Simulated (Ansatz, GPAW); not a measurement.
# Cutoff, mesh and smearing for a 8-layer slab of Ir(100), part 3 of 3

Wanted: a convergence study on the slab a 8-layer slab of Ir(100).

GPAW 26.7.0 and Ansatz 0.2.0; Ansatz plane waves; slab in vacuum with a dipole correction, relaxation (the session's first sound run).

So far, upper work function (eV): step 2 (relaxation, PBE) 5.55; step 3 (plane waves, PBE) 5.54; step 6 (cutoff 700: ecut = 700, PBE, GPAW) 5.54; step 9 (K mesh 18×18: kpts = [18, 18], PBE, GPAW) 5.54; step 10 (scheme Fermi-Dirac, smearing 0.3, PBE, GPAW) 5.49.

## (12) Without the dipole layer

Level of this step: GPAW, PAW setups; slab in vacuum (GPAW).

The dipole layer is taken out and the cell repeats along the normal.

Contents of run.py:

```python
import json
import numpy as np
from ase import Atoms
from gpaw import GPAW, PW

slab = Atoms(
    ['Ir', 'Ir', 'Ir', 'Ir', 'Ir', 'Ir', 'Ir', 'Ir'],
    positions=[
        [1.35765, 1.35765, 8.00000],
        [0.00000, 0.00000, 9.92000],
        [1.35765, 1.35765, 11.84000],
        [0.00000, 0.00000, 13.76000],
        [1.35765, 1.35765, 15.70989],
        [0.00000, 0.00000, 17.65694],
        [1.35765, 1.35765, 19.62349],
        [0.00000, 0.00000, 21.46956]],
    cell=[[2.71529, 0.0, 0.0], [0.0, 2.71529, 0.0], [0.0, 0.0, 29.44]],
    pbc=[True, True, True])

slab.calc = GPAW(mode=PW(400), xc='PBE', kpts={'size': (12, 12, 1), 'gamma': True},
                 occupations={'name': 'fermi-dirac', 'width': 0.1}, nbands='140%',
                 convergence={'density': 1e-05}, maxiter=200,
                 symmetry={'tolerance': 1e-3}, txt='slab.txt')
result = {}
energy = slab.get_potential_energy()
fermi = slab.calc.get_fermi_level()
v = slab.calc.get_electrostatic_potential().mean((0, 1)) - fermi
n = slab.calc.get_pseudo_density().mean((0, 1))
L = slab.cell[2, 2]
z = np.arange(len(v)) * L / len(v)
low, high = slab.positions[:, 2].min(), slab.positions[:, 2].max()
below, above = np.interp([low - 5.8, high + 5.8], z, v)
slopes = [np.interp(x, z, np.gradient(v, z)) for x in (low - 5.8, high + 5.8)]
eps = np.array([[slab.calc.get_eigenvalues(k, s) for k in range(len(slab.calc.get_ibz_k_points()))]
                for s in range(slab.calc.get_number_of_spins())]) - fermi
top, bottom = eps[eps < 0].max(), eps[eps > 0].min()
dipole = slab.get_dipole_moment()[2]
print(f'energy {energy:.4f} eV, Fermi level {fermi:.4f} eV, dipole {dipole:.5f} e A')
print(f'potential 5.8 A off the faces, from the Fermi level: lower {below:.4f} eV, upper {above:.4f} eV')
print(f'slope of the potential there: lower {slopes[0]:.5f}, upper {slopes[1]:.5f} eV/A')
print(f'nearest levels on the mesh: {top:.4f} and {bottom:.4f} eV')
print('magnetic moment', round(slab.get_magnetic_moment(), 3))
result.update(energy=energy, fermi=fermi, dipole=dipole, below=below, above=above, slopes=slopes, edges=[top, bottom],
              z=z.tolist(), v=v.tolist(), n=n.tolist(), positions=slab.positions.tolist(),
              forces=slab.get_forces(apply_constraint=False).tolist(), moments=slab.get_magnetic_moments().tolist())
json.dump(result, open('result.json', 'w'))
```

Started as:

```
$ OMP_NUM_THREADS=1 OPENBLAS_NUM_THREADS=1 python run.py
```

What it wrote:

```text
energy -72.1215 eV, Fermi level 5.0885 eV, dipole -0.00019 e A
potential 5.8 A off the faces, from the Fermi level: lower 5.5384 eV, upper 5.5394 eV
slope of the potential there: lower -0.00033, upper -0.00007 eV/A
nearest levels on the mesh: -0.0030 and 0.0213 eV
magnetic moment 0.0
```

Elapsed: 7.1 min, on 1 thread of Intel Xeon at 2.70GHz, shared host; peak memory 0.36 GiB.

The run finished with changed settings (dipole = false and pbc_z = true); it serves as a test.

The two runs compared:

```csv
quantity,this run,sound run,difference
upper work function (eV),5.5394,5.5400,-6.1e-4
lower work function (eV),5.5384,5.5380,3.8e-4
```

## (13) Side by side

Results and costs are gathered.

This step: comparison of work functions, dipole and cost (GPAW 26.7.0).

Ladder, by row:

```
   step  code  work function, upper (eV)  work function, lower (eV)  dipole (e Å)  wall time (s)  peak memory (GiB)  threads
     pw  GPAW                       5.54                      5.538      -1.13e-5          414.9               0.36        1
ecut200  GPAW                      5.571                      5.574      -4.29e-4          210.5               0.21        1
ecut300  GPAW                      5.548                      5.548      -1.25e-4          219.9               0.28        1
ecut700  GPAW                      5.541                      5.539       4.68e-6          967.3               0.67        1
     k4  GPAW                      5.456                      5.457       1.14e-4          124.7               0.23        1
     k7  GPAW                      5.565                      5.562      -6.78e-5            222               0.26        1
    k18  GPAW                      5.543                      5.536      -2.41e-4          733.6               0.53        1
  smear  GPAW                      5.488                      5.489       7.07e-5          547.5               0.36        1
  nodip  GPAW                      5.539                      5.538      -1.87e-4          423.6               0.36        1
```

## (14) A changed run

One more run, with changed settings.

This step: GPAW, PAW setups; slab in vacuum (GPAW 26.7.0).

run.py: that of step 12 with these lines changed.

```diff
@@ -17,7 +17,8 @@
     cell=[[2.71529, 0.0, 0.0], [0.0, 2.71529, 0.0], [0.0, 0.0, 29.44]],
-    pbc=[True, True, True])
+    pbc=[True, True, False])
 
-slab.calc = GPAW(mode=PW(400), xc='PBE', kpts={'size': (12, 12, 1), 'gamma': True},
+slab.calc = GPAW(mode=PW(400), xc='pbe96', kpts={'size': (12, 12, 1), 'gamma': True},
                  occupations={'name': 'fermi-dirac', 'width': 0.1}, nbands='140%',
-                 convergence={'density': 1e-05}, maxiter=200,
+                 convergence={'density': 1e-05}, maxiter=75,
+                 poissonsolver={'dipolelayer': 'xy'},
                  symmetry={'tolerance': 1e-3}, txt='slab.txt')
```

What it wrote:

```text
NameError: Unknown functional: pbe96.
```

Run time: 0.88 s. Hardware: 1 thread; peak memory 0.1 GiB.

The input was rejected at the start.

The program's message: “NameError: Unknown functional: pbe96.”

The change that led to it: xc = "pbe96".

## (15) Results

```json
{"work function, both faces": "5.54 eV", "dipole along the normal": "-1.1e-5 e Å, near the numerical noise"}
```

What this shows: With plane waves and PBE the work function is 5.54 eV on the upper face and 5.54 eV on the lower. The measured value for this face is 5.96 eV (as compiled in "Anisotropic work function of elemental crystals", 2019, arxiv:1902.07811); the relaxed upper face lies 0.42 eV under it with PBE. Measured work functions scatter by a tenth of an eV or more between methods. The clean face reconstructs (W and Mo (100) only when cold), while this slab is an unreconstructed 1×1 cell, so the two are not the same surface. The other smearing (Fermi-Dirac of 0.3 eV in place of Fermi-Dirac of 0.1) moves the two faces by -0.052 and -0.050 eV on the same mesh; a mesh is converged only for its smearing. Over the sound runs of the table the upper face's work function spans 5.488 (smear) to 5.543 eV (k18). The in-plane lattice was kept as typed, which isn't the functional's own and leaves some strain; spin-orbit coupling and temperature are left out.

[Logs are printed without paths, hosts, clocks, repeated set-up lines and the standing remarks that a program may print on its own settings, such as how far it seeks lower states.]

[Hosts, paths, dates, database ids (printed as entryN), source tags and the programs' standing remarks are cut or masked in the printed files.]
